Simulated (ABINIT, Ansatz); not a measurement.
# Quasiparticle gap of MoF6 (Im-3m) in ABINIT

Aim: the G0W0 gap of MoF6 (Im-3m) on LDA, step by step.

Program: ABINIT 10.8.3. Level of theory: LDA and many-body steps on it, plane waves. Results are calculated unless marked as measured.

### Step 1. Set-up

It takes space group Im-3m (No. 229, cubic). The conventional cell has a = 6.335 Å, b = 6.335 Å, c = 6.335 Å, α = 90.00°, β = 90.00°, γ = 90.00°. Nearest to Mo lie 6 F at 1.83 Å. Nearest to F lie 1 Mo at 1.83 Å. Farther neighbours and most contacts between anions are not listed.

Structure file:

```cif
data_structure
_symmetry_space_group_name_H-M 'Im-3m'
_symmetry_Int_Tables_number 229
_cell_length_a 6.3347
_cell_length_b 6.3347
_cell_length_c 6.3347
_cell_angle_alpha 90.000
_cell_angle_beta 90.000
_cell_angle_gamma 90.000
_cell_volume 254.20
loop_
_atom_site_label
_atom_site_type_symbol
_atom_site_symmetry_multiplicity
_atom_site_Wyckoff_symbol
_atom_site_fract_x
_atom_site_fract_y
_atom_site_fract_z
_atom_site_occupancy
Mo1 Mo 2 a 0.00000 0.00000 0.00000 1
F1 F 12 e 0.00000 0.00000 0.71067 1
```

The cell and positions are those that the Materials Project relaxed with its own functionals (PBE, PBE+U or r2SCAN), kept fixed.

### Step 2. Ground state

This step: ABINIT 10.8.3; DFT, LDA, plane waves, norm-conserving pseudopotentials.

The ground-state density comes first.

run.abi reads:

```
acell 3*1.0 Angstrom
rprim 
  -3.167343216100 3.167343216100 3.167343216100
  3.167343216100 -3.167343216100 3.167343216100
  3.167343216100 3.167343216100 -3.167343216100
ntypat 2
znucl 42 9
natom 7
typat 1 2 2 2 2 2 2
xred 
  0.000000000000 0.000000000000 0.000000000000
  0.710671220000 0.710671220000 0.000000000000
  0.289328780000 0.289328780000 0.000000000000
  0.000000000000 0.289328780000 0.289328780000
  0.000000000000 0.710671220000 0.710671220000
  0.710671220000 0.000000000000 0.710671220000
  0.289328780000 0.000000000000 0.289328780000
pp_dirpath "pseudos"
pseudos "Mo.upf, F.upf"
ecut 36
ngkpt 6 6 6
nshiftk 1
shiftk 0 0 0
kptopt 1
chksymbreak 0
nband 35
occopt 1
tolvrs 1e-10
nstep 60
prtwf 0
optforces 0
optstress 0
indata_prefix "in"
outdata_prefix "out"
tmpdata_prefix "tmp"
```

Run with:

```
> OMP_NUM_THREADS=1 mpirun -n 4 abinit run.abi > log
```

Numbers of over 12 decimals in the logs are rounded to 6 here.

Output:

```text
.Version 10.8.3 of ABINIT. v10.8.2 released Aug 2026.

 Symmetries : space group Im -3 m (#229); Bravais cI (body-center cubic)
================================================================================
 Values of the parameters that define the memory need of the present run
     intxc =       0    ionmov =       0      iscf =       7    lmnmax =       6
     lnmax =       6     mgfft =      60  mpssoang =       3    mqgrid =    3001
     natom =       7  nloc_mem =       1    nspden =       1   nspinor =       1
    nsppol =       1      nsym =      48    n1xccc =    2501    ntypat =       2
    occopt =       1   xclevel =       1
-    mband =          35        mffmem =           1         mkmem =           4
       mpw =        8884          nfft =      216000          nkpt =          16
================================================================================
  Rough estimation (10% accuracy) of disk space for files :
================================================================================

--------------------------------------------------------------------------------
------------- Echo of variables that govern the present computation ------------
--------------------------------------------------------------------------------
 -outvars: echo values of preprocessed input variables --------
            acell      1.8897261259E+00  1.8897261259E+00  1.8897261259E+00 Bohr

      chksymbreak           0
             ecut      3.60000000E+01 Hartree
-          fftalg         312

              ixc       -1012
              kpt      0.00000000E+00  0.00000000E+00  0.00000000E+00
                       1.66666667E-01  0.00000000E+00  0.00000000E+00
                       3.33333333E-01  0.00000000E+00  0.00000000E+00
                       5.00000000E-01  0.00000000E+00  0.00000000E+00
                       1.66666667E-01  1.66666667E-01  0.00000000E+00
                       3.33333333E-01  1.66666667E-01  0.00000000E+00
                       3.33333333E-01  3.33333333E-01  0.00000000E+00
                       1.66666667E-01  1.66666667E-01  1.66666667E-01
                       3.33333333E-01  1.66666667E-01  1.66666667E-01
   [... 5 further rows ...]
                       5.00000000E-01  5.00000000E-01  3.33333333E-01
                       5.00000000E-01  5.00000000E-01  5.00000000E-01
         kptrlatt        6    0    0      0    6    0      0    0    6
          kptrlen      6.22022181E+01
P           mkmem           4
            natom           7
            nband          35
            ngfft          60      60      60
             nkpt          16
            nstep          60
             nsym          48
           ntypat           2
              occ      2.000000  2.000000  2.000000  2.000000  2.000000  2.000000
                       2.000000  2.000000  2.000000  2.000000  2.000000  2.000000
                       2.000000  2.000000  2.000000  2.000000  2.000000  2.000000
                       2.000000  2.000000  2.000000  2.000000  2.000000  2.000000
                       2.000000  2.000000  2.000000  2.000000  0.000000  0.000000
                       0.000000  0.000000  0.000000  0.000000  0.000000
        optforces           0
        optstress           0
            prtwf           0
            rprim     -3.1673432161E+00  3.1673432161E+00  3.1673432161E+00
[...]
spgroup         229

           tolvrs      1.00000000E-10

             xred      0.0000000000E+00  0.0000000000E+00  0.0000000000E+00
[...]
znucl       42.00000    9.00000

================================================================================

 chkinp: Checking input parameters for consistency.

================================================================================
== DATASET  1 ==================================================================
-   mpi_nproc: 4, omp_nthreads: 1 (-1 if OMP is not activated)

--- !DatasetInfo
iteration_state: {dtset: 1, }
dimensions: {natom: 7, nkpt: 16, mband: 35, nsppol: 1, nspinor: 1, nspden: 1, mpw: 8884, }
cutoff_energies: {ecut:  36.0, pawecutdg:  -1.0, }
electrons: {nelect:   5.60000000E+01, charge:   0.00000000E+00, occopt:   1.00000000E+00, tsmear:   1.00000000E-02, }

 Real(R)+Recip(G) space primitive vectors, cartesian coordinates (Bohr,Bohr^-1):
 R(1)= -5.9854112  5.9854112  5.9854112  G(1)=  0.0000000  0.0835364  0.0835364
 R(2)=  5.9854112 -5.9854112  5.9854112  G(2)=  0.0835364  0.0000000  0.0835364
 R(3)=  5.9854112  5.9854112 -5.9854112  G(3)=  0.0835364  0.0835364  0.0000000
 Unit cell volume ucvol=  8.5771296E+02 bohr^3
 Angles (23,13,12)=  1.09471221E+02  1.09471221E+02  1.09471221E+02 degrees

 getcut: wavevector=  0.0000  0.0000  0.0000  ngfft=  60  60  60
         ecut(hartree)=     36.000   => boxcut(ratio)=   2.14279

--- Pseudopotential description ------------------------------------------------
- Mo Generated using ONCVPSP code by D. R. Hamann
- 42.00000  14.00000  180309                  znucl, zion, pspdat
12 -1012 2 -1 1602                            pspcod,pspxc,lmax,lloc,mmax
     nproj     2     2     2
  pspatm : epsatm=   15.87300509
         --- l  ekb(1:nproj) -->
[...]
pspatm: atomic psp has been read  and splines computed

- F Generated using ONCVPSP code by D. R. Hamann
-  9.00000   7.00000  201202                  znucl, zion, pspdat
12 -1012 2 -1 824                             pspcod,pspxc,lmax,lloc,mmax
     nproj     2     2     1
  pspatm : epsatm=    4.94580260
         --- l  ekb(1:nproj) -->
[...]
2   -2.364936
 pspatm: atomic psp has been read  and splines computed

   2.55067796E+03                                ecore*ucvol(ha*bohr**3)
--------------------------------------------------------------------------------

_setup2: Arith. and geom. avg. npw (full set) are    8843.819    8843.793

================================================================================

--- !BeginCycle
iteration_state: {dtset: 1, }
solver: {iscf: 7, nstep: 60, nline: 4, wfoptalg: 0, }
tolerances: {tolvrs: 1.00E-10, }

     iter   Etot(hartree)      deltaE(h)  residm     vres2
 ETOT  1  -216.94706074735    -2.169E+02 1.592E-01 5.638E+03
 ETOT  2  -214.82167472259     2.125E+00 1.306E-01 1.767E+04
 ETOT  3  -217.82249147432    -3.001E+00 3.086E-02 9.630E+02
 ETOT  4  -217.83346056289    -1.097E-02 9.176E-03 9.124E+02
 ETOT  5  -217.77723190528     5.623E-02 4.301E-04 1.359E+03
 ETOT  6  -217.77764137351    -4.095E-04 3.961E-04 1.384E+03
 ETOT  7  -217.93247921330    -1.548E-01 4.875E-02 3.008E+01
 ETOT  8  -217.93717986186    -4.701E-03 2.812E-03 1.220E+01
 ETOT  9  -217.93861787719    -1.438E-03 1.219E-02 6.545E-02
 ETOT 10  -217.93862769063    -9.813E-06 3.308E-04 1.142E-02
 ETOT 11  -217.93862972107    -2.030E-06 1.991E-04 3.714E-04
 ETOT 12  -217.93862976630    -4.523E-08 3.010E-05 2.333E-05
 ETOT 13  -217.93862976953    -3.230E-09 1.208E-05 8.447E-08
 ETOT 14  -217.93862976956    -2.808E-11 1.528E-05 3.345E-10
 ETOT 15  -217.93862976954     1.998E-11 1.170E-05 1.877E-12

 At SCF step   15       vres2   =  1.88E-12 < tolvrs=  1.00E-10 =>converged.

--- !ResultsGS
iteration_state: {dtset: 1, }
comment   : Summary of ground state results
lattice_vectors:
- [ -5.9854112,   5.9854112,   5.9854112, ]
- [  5.9854112,  -5.9854112,   5.9854112, ]
- [  5.9854112,   5.9854112,  -5.9854112, ]
lattice_lengths: [  10.36704,   10.36704,   10.36704, ]
lattice_angles: [109.471, 109.471, 109.471, ] # degrees, (23, 13, 12)
lattice_volume:   8.5771296E+02
convergence: {deltae:  1.998E-11, res2:  1.877E-12, residm:  1.170E-05, diffor:  0.000E+00, }
etotal    :  -2.17938630E+02
entropy   :   0.00000000E+00
fermie    :  -1.61239442E-01
cartesian_stress_tensor: null
pressure_GPa: null
xred      :
- [  0.0000E+00,   0.0000E+00,   0.0000E+00, Mo]
- [  7.1067E-01,   7.1067E-01,   1.6364E-17,  F]
- [  2.8933E-01,   2.8933E-01,   6.6623E-18,  F]
- [  6.6623E-18,   2.8933E-01,   2.8933E-01,  F]
- [  1.6364E-17,   7.1067E-01,   7.1067E-01,  F]
- [  7.1067E-01,   1.6364E-17,   7.1067E-01,  F]
- [  2.8933E-01,   6.6623E-18,   2.8933E-01,  F]
cartesian_forces: null
force_length_stats: {min: null, max: null, mean: null, }

 Integrated electronic density in atomic spheres:
 ------------------------------------------------
 Atom  Sphere_radius  Integrated_density
[...]
================================================================================

 ----iterations are completed or convergence reached----

 Mean square residual over all n,k,spin=   29.609E-09; max=  11.695E-06
 reduced coordinates (array xred) for    7 atoms
[...]
0.000000000000      0.289328780000      0.289328780000
       0.000000000000      0.710671220000      0.710671220000
       0.710671220000      0.000000000000      0.710671220000
       0.289328780000      0.000000000000      0.289328780000
 rms dE/dt=  0.0000E+00; max dE/dt=  0.0000E+00; dE/dt below (all hartree)
    1       0.000000000000      0.000000000000      0.000000000000
    2       0.000000000000      0.000000000000      0.000000000000
    3       0.000000000000      0.000000000000      0.000000000000
    4       0.000000000000      0.000000000000      0.000000000000
    5       0.000000000000      0.000000000000      0.000000000000
    6       0.000000000000      0.000000000000      0.000000000000
    7       0.000000000000      0.000000000000      0.000000000000

 cartesian coordinates (angstrom) at end:
    1      0.000000     0.000000     0.000000
    2     -0.000000     0.000000     4.501879
    3      0.000000    -0.000000     1.832807
    4      1.832807    -0.000000     0.000000
    5      4.501879     0.000000    -0.000000
    6     -0.000000     4.501879     0.000000
    7     -0.000000     1.832807     0.000000
 length scales=  1.889726125908  1.889726125908  1.889726125908 bohr
              =  1.000000000000  1.000000000000  1.000000000000 angstroms
 prteigrs : about to open file out_EIG
 Fermi (or HOMO) energy (hartree) =  -0.16124   Average Vxc (hartree)=  -0.30134
 Eigenvalues (hartree) for nkpt=  16  k points:
 kpt#   1, nband= 35, wtk=  0.00463, kpt=  0.0000  0.0000  0.0000 (reduced coord)
  -2.38979   -1.44480   -1.44480   -1.44480   -0.89375   -0.89088   -0.89088   -0.85413
  -0.85413   -0.85413   -0.31223   -0.31223   -0.27915   -0.27915   -0.27915   -0.26408
  -0.20365   -0.20365   -0.20365   -0.19510   -0.19510   -0.19510   -0.17540   -0.17540
  -0.17540   -0.16124   -0.16124   -0.16124    0.00079    0.00079    0.00079    0.16447
   0.16546    0.16546    0.39215
 prteigrs : prtvol=0 or 1, do not print more k-points.

--- !EnergyTerms
iteration_state     : {dtset: 1, }
comment             : Components of total free energy in Hartree
kinetic             :  1.17731989074921E+02
hartree             :  9.44339805465074E+01
xc                  : -4.22526344693771E+01
Ewald energy        : -9.93626514019109E+01
psp_core            :  2.97381300595834E+00
local_psp           : -2.84306718786070E+02
non_local_psp       : -7.15640773956599E+00
total_energy        : -2.17938629769537E+02
total_energy_eV     : -5.93041223257871E+03
band_energy         : -3.18112807710798E+01

== END DATASET(S) ==============================================================
================================================================================

 -outvars: echo values of variables after computation  --------
           etotal     -2.1793862977E+02
            nband          35
             nkpt          16
          spgroup         229
 [... the other variables as echoed above ...]

 Calculation completed.
```

Run time: 72 s. Hardware: 4 MPI ranks of Arm Neoverse V2, shared host; peak memory 0.51 GiB.

Numbers from this step:

```
total energy               : -5930.4122 eV
gap                        : 4.278 eV
k of the valence top       : 0, 0, 0
k of the conduction bottom : 0.3333, 0.3333, 0
least direct gap           : 4.374 eV
```

The gap is indirect, with the least direct gap 0.10 eV higher.

(Part 1 of 3 ends here.)

[Paths, hosts, dates, memory and timing lines, banners, echoed tables and standing remarks are left out of the program output.]

[Logs are printed without paths, hosts, clocks, repeated set-up lines and the standing remarks that a program may print on its own settings, such as how far it seeks lower states.]

[Runs of the session that timed out or met a known fault of the program may be left out.]

[Hosts, paths, dates, database ids (printed as entryN), source tags and the programs' standing remarks are cut or masked in the printed files.]

[G0W0 gaps are taken among the corrected bands and points alone; a level outside them can change the order at an edge.]

[Where Ansatz stands beside ABINIT at settings called matched, ABINIT's density can come from a denser mesh and the files from another edition; pairs whose starting gaps differed by over 0.03 eV were left out, so agreement reads better than it is.]
